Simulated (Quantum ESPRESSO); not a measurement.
# Collinear magnetic orders of MnCuAs with Quantum ESPRESSO

Does MnCuAs prefer parallel or opposed moments, or none?

Program: Quantum ESPRESSO 7.5. Level of theory: PBEsol; plane waves with GBRV 1.5 PBEsol potentials, no spin-orbit coupling. Results are calculated unless marked as measured.

## (1) The starting structure

Symmetry: P4/nmm, No. 129, tetragonal system. Conventional cell: a = 3.699 Å, b = 3.699 Å, c = 6.408 Å, α = 90.00°, β = 90.00°, γ = 90.00°. Nearest to Mn lie 5 As at 2.49 to 2.64 Å and 4 Cu at 2.84 Å. Cu has 4 As at 2.56 Å and 4 Cu at 2.62 Å and 4 Mn at 2.84 Å nearest. Nearest to As lie 5 Mn at 2.49 to 2.64 Å and 4 Cu at 2.56 Å. Farther neighbours are not listed.

The cell comes from Materials Project 2023-11-01, a database of computed structures, and need not be the stable phase.

## (2) Run 1 (ferro ++)

The signs are those of the starting moments on the seeded atoms, the atoms that are given a moment.

Contents of pw.in:

```
&CONTROL
  calculation = 'scf'
  prefix = 'pwscf'
  outdir = './tmp'
  pseudo_dir = './pseudo'
  disk_io = 'nowf'
/
&SYSTEM
  ibrav = 0
  celldm(1) = 8
  nat = 6
  ntyp = 3
  ecutwfc = 40
  ecutrho = 280
  nbnd = 54
  occupations = 'smearing'
  smearing = 'fd'
  degauss = 0.00734986
  nspin = 2
  starting_magnetization(1) = 0.2333
  starting_magnetization(2) = 0
  starting_magnetization(3) = 0
/
&ELECTRONS
  conv_thr = 1.2d-08
  electron_maxstep = 150
  mixing_beta = 0.3
/
ATOMIC_SPECIES
Mn     54.9380 mn_pbesol_v1.5.uspp.F.UPF
Cu     63.5460 cu_pbesol_v1.2.uspp.F.UPF
As     74.9216 as_pbesol_v1.uspp.F.UPF
CELL_PARAMETERS alat
   0.8738780988147    0.0000000000000    0.0000000000000
   0.0000000000000    0.8738780988147    0.0000000000000
   0.0000000000000    0.0000000000000    1.5137703088783
ATOMIC_POSITIONS crystal
Mn      0.0000000000    0.5000000000    0.1640200000
Mn      0.5000000000    0.0000000000    0.8359800000
Cu      0.0000000000    0.0000000000    0.5000000000
Cu      0.5000000000    0.5000000000    0.5000000000
As      0.0000000000    0.5000000000    0.7762460000
As      0.5000000000    0.0000000000    0.2237540000
K_POINTS automatic
8 8 4 0 0 0
```

Run with:

```bash
OMP_NUM_THREADS=1 mpirun -n 4 pw.x -nk 4 -in pw.in > pw.out
```

The program printed:

```text
Program PWSCF v.7.5 starts

     Message from routine setup:
     using ibrav=0 with symmetry is DISCOURAGED, use correct ibrav instead

     K-points division:     npool     =       4
     Subspace diagonalization in iterative solution of the eigenvalue problem:

     G-vector sticks info
     --------------------
     sticks:   dense  smooth     PW     G-vecs:    dense   smooth      PW
     Sum        1093     621    185                47069    20229    3395

     Using Slab Decomposition

     bravais-lattice index     =            0
     lattice parameter (alat)  =       8.0000  a.u.
     unit-cell volume          =     591.8773 (a.u.)^3
     number of atoms/cell      =            6
     number of atomic types    =            3
     number of electrons       =        78.00
     number of Kohn-Sham states=           54
     kinetic-energy cutoff     =      40.0000  Ry
     charge density cutoff     =     280.0000  Ry
     scf convergence threshold =      1.2E-08
     mixing beta               =       0.3000
     number of iterations used =            8  plain     mixing
     Exchange-correlation= SLA  PW   PSX  PSC
                           (   1   4  10   8   0   0   0)

     celldm(1)=   8.000000  celldm(2)=   0.000000  celldm(3)=   0.000000
     celldm(4)=   0.000000  celldm(5)=   0.000000  celldm(6)=   0.000000

     crystal axes: (cart. coord. in units of alat)
               a(1) = (   0.873878   0.000000   0.000000 )
               a(2) = (   0.000000   0.873878   0.000000 )
               a(3) = (   0.000000   0.000000   1.513770 )

     reciprocal axes: (cart. coord. in units 2 pi/alat)
               b(1) = (  1.144324  0.000000  0.000000 )
               b(2) = (  0.000000  1.144324  0.000000 )
               b(3) = (  0.000000  0.000000  0.660602 )

     PseudoPot. # 1 for Mn read from file:
     mn_pbesol_v1.5.uspp.F.UPF
     Pseudo is Ultrasoft + core correction, Zval = 15.0
     Generated by new atomic code, or converted to UPF format
     Using radial grid of  859 points,  6 beta functions with:
                l(1) =   0
                l(2) =   0
                l(3) =   1
                l(4) =   1
                l(5) =   2
                l(6) =   2
     Q(r) pseudized with  8 coefficients,  rinner =    0.950   0.950   0.950
                                                       0.950   0.950

     PseudoPot. # 2 for Cu read from file:
     cu_pbesol_v1.2.uspp.F.UPF
     Pseudo is Ultrasoft + core correction, Zval = 19.0
     Generated by new atomic code, or converted to UPF format
     Using radial grid of  867 points,  6 beta functions with:
                l(1) =   0
                l(2) =   0
                l(3) =   1
                l(4) =   1
                l(5) =   2
                l(6) =   2
     Q(r) pseudized with  8 coefficients,  rinner =    1.150   1.150   1.150
                                                       1.150   1.150

     PseudoPot. # 3 for As read from file:
     as_pbesol_v1.uspp.F.UPF
     Pseudo is Ultrasoft + core correction, Zval =  5.0
     Generated by new atomic code, or converted to UPF format
     Using radial grid of  875 points,  6 beta functions with:
                l(1) =   0
                l(2) =   0
                l(3) =   1
                l(4) =   1
                l(5) =   2
                l(6) =   2
     Q(r) pseudized with  8 coefficients,  rinner =    1.300   1.300   1.300
                                                       1.300   1.300

     atomic species   valence    mass     pseudopotential
     Mn               15.00    54.93800     Mn( 1.00)
     Cu               19.00    63.54600     Cu( 1.00)
     As                5.00    74.92160     As( 1.00)

     Starting magnetic structure
     atomic species   magnetization
     Mn              0.233
     Cu              0.000
     As              0.000

     16 Sym. Ops., with inversion, found ( 8 have fractional translation)

   Cartesian axes

     site n.     atom                  positions (alat units)
         1        Mn     tau(   1) = (   0.0000000   0.4369390   0.2482886  )
         2        Mn     tau(   2) = (   0.4369390   0.0000000   1.2654817  )
         3        Cu     tau(   3) = (   0.0000000   0.0000000   0.7568852  )
         4        Cu     tau(   4) = (   0.4369390   0.4369390   0.7568852  )
         5        As     tau(   5) = (   0.0000000   0.4369390   1.1750581  )
         6        As     tau(   6) = (   0.4369390   0.0000000   0.3387122  )

     number of k points=    45  Fermi-Dirac smearing, width (Ry)=  0.0073
                       cart. coord. in units 2pi/alat
        k(    1) = (   0.0000000   0.0000000   0.0000000), wk =   0.0039062
        k(    2) = (   0.0000000   0.0000000   0.1651506), wk =   0.0078125
        k(    3) = (   0.0000000   0.0000000  -0.3303011), wk =   0.0039062
        k(    4) = (   0.0000000   0.1430405   0.0000000), wk =   0.0156250
        k(    5) = (   0.0000000   0.1430405   0.1651506), wk =   0.0312500
        [... 40 further k-points ...]

     Dense  grid:    47069 G-vectors     FFT dimensions: (  40,  40,  72)

     Smooth grid:    20229 G-vectors     FFT dimensions: (  30,  30,  50)

     Check: negative core charge=   -0.000023
     Generating pointlists ...
     new r_m :   0.2421 (alat units)  1.9371 (a.u.) for type    1
     new r_m :   0.2495 (alat units)  1.9958 (a.u.) for type    2
     new r_m :   0.2421 (alat units)  1.9371 (a.u.) for type    3

     Initial potential from superposition of free atoms

     starting charge      74.9994, renormalised to      78.0000
     Starting wfcs are   60 randomized atomic wfcs

     Self-consistent Calculation

     iteration #  1     ecut=    40.00 Ry     beta= 0.30
     Davidson diagonalization with overlap
     ethr =  1.00E-02,  avg # of iterations =  3.1

     total energy              =   -1303.79254860 Ry
     estimated scf accuracy    <      15.71540967 Ry

     total magnetization       =     3.50 Bohr mag/cell
     absolute magnetization    =     3.75 Bohr mag/cell

     iteration #  2     ecut=    40.00 Ry     beta= 0.30
     Davidson diagonalization with overlap
     ethr =  1.00E-02,  avg # of iterations =  2.9

     total energy              =   -1301.77064874 Ry
     estimated scf accuracy    <     105.13238181 Ry

     total magnetization       =     0.59 Bohr mag/cell
     absolute magnetization    =     0.67 Bohr mag/cell

     iteration #  3     ecut=    40.00 Ry     beta= 0.30
     Davidson diagonalization with overlap
     ethr =  1.00E-02,  avg # of iterations =  2.0

     total energy              =   -1308.98016326 Ry
     estimated scf accuracy    <       3.04860302 Ry

     total magnetization       =     5.73 Bohr mag/cell
     absolute magnetization    =     6.21 Bohr mag/cell

     [... further iterations left out ...]

     iteration # 13     ecut=    40.00 Ry     beta= 0.30
     Davidson diagonalization with overlap
     ethr =  1.74E-07,  avg # of iterations =  1.3

     total energy              =   -1309.13553379 Ry
     estimated scf accuracy    <       0.00000345 Ry

     total magnetization       =     7.18 Bohr mag/cell
     absolute magnetization    =     7.59 Bohr mag/cell

     iteration # 14     ecut=    40.00 Ry     beta= 0.30
     Davidson diagonalization with overlap
     ethr =  4.42E-09,  avg # of iterations =  5.1

     total energy              =   -1309.13553725 Ry
     estimated scf accuracy    <       0.00000070 Ry

     total magnetization       =     7.19 Bohr mag/cell
     absolute magnetization    =     7.59 Bohr mag/cell

     iteration # 15     ecut=    40.00 Ry     beta= 0.30
     Davidson diagonalization with overlap
     ethr =  8.93E-10,  avg # of iterations =  3.4

     total energy              =   -1309.13553745 Ry
     estimated scf accuracy    <       0.00000008 Ry

     total magnetization       =     7.19 Bohr mag/cell
     absolute magnetization    =     7.59 Bohr mag/cell

     iteration # 16     ecut=    40.00 Ry     beta= 0.30
     Davidson diagonalization with overlap
     ethr =  9.94E-11,  avg # of iterations =  5.2

     Magnetic moment per site  (integrated on atomic sphere of radius R)
     atom   1 (R=0.242)  charge= 13.1560  magn=  3.3795
     atom   2 (R=0.242)  charge= 13.1560  magn=  3.3795
     atom   3 (R=0.249)  charge= 17.8121  magn=  0.0365
     atom   4 (R=0.249)  charge= 17.8121  magn=  0.0365
     atom   5 (R=0.242)  charge=  2.8020  magn= -0.0260
     atom   6 (R=0.242)  charge=  2.8020  magn= -0.0260

     End of self-consistent calculation

     [... lines left out ...]
     the Fermi energy is    13.4628 ev

!    total energy              =   -1309.13553751 Ry
     estimated scf accuracy    <          8.8E-09 Ry
     smearing contrib. (-TS)   =      -0.00880761 Ry
     internal energy E=F+TS    =   -1309.12672990 Ry

     The total energy is F=E-TS. E is the sum of the following terms:
     one-electron contribution =    -975.11600651 Ry
     hartree contribution      =     524.81210198 Ry
     xc contribution           =    -192.38173903 Ry
     ewald contribution        =    -666.44108633 Ry

     total magnetization       =     7.19 Bohr mag/cell
     absolute magnetization    =     7.59 Bohr mag/cell

     convergence has been achieved in  16 iterations

=------------------------------------------------------------------------------=
   JOB DONE.
=------------------------------------------------------------------------------=
```

The job ended after 72 s (4 MPI ranks of Intel Xeon Platinum 8488C (Sapphire Rapids), shared host; peak memory 0.68 GiB).

Spin moment in the atom's sphere by atom:

```tsv
atom	spin moment in the atom's sphere (μB)
Mn1	3.38
Mn2	3.38
Cu3	0.04
Cu4	0.04
As5	-0.03
As6	-0.03
```

Numbers from this step:

```
smearing term TS       : 0.1198 eV
magnetization          : 7.186 μB
absolute magnetization : 7.589 μB
final state            : ferromagnetic
```

(Part 1 of 2 ends here.)

[Logs and program files are shortened in this print: banners, set-up blocks, solver, clock and traceback lines can be left out without a mark of their own.]

[Logs are printed without paths, hosts, clocks, repeated set-up lines and the standing remarks that a program may print on its own settings, such as how far it seeks lower states.]

[Hosts, paths, dates, database ids (printed as entryN), source tags and the programs' standing remarks are cut or masked in the printed files.]

[Where a cell is said to come from a database of computed structures, the database is the Materials Project.]
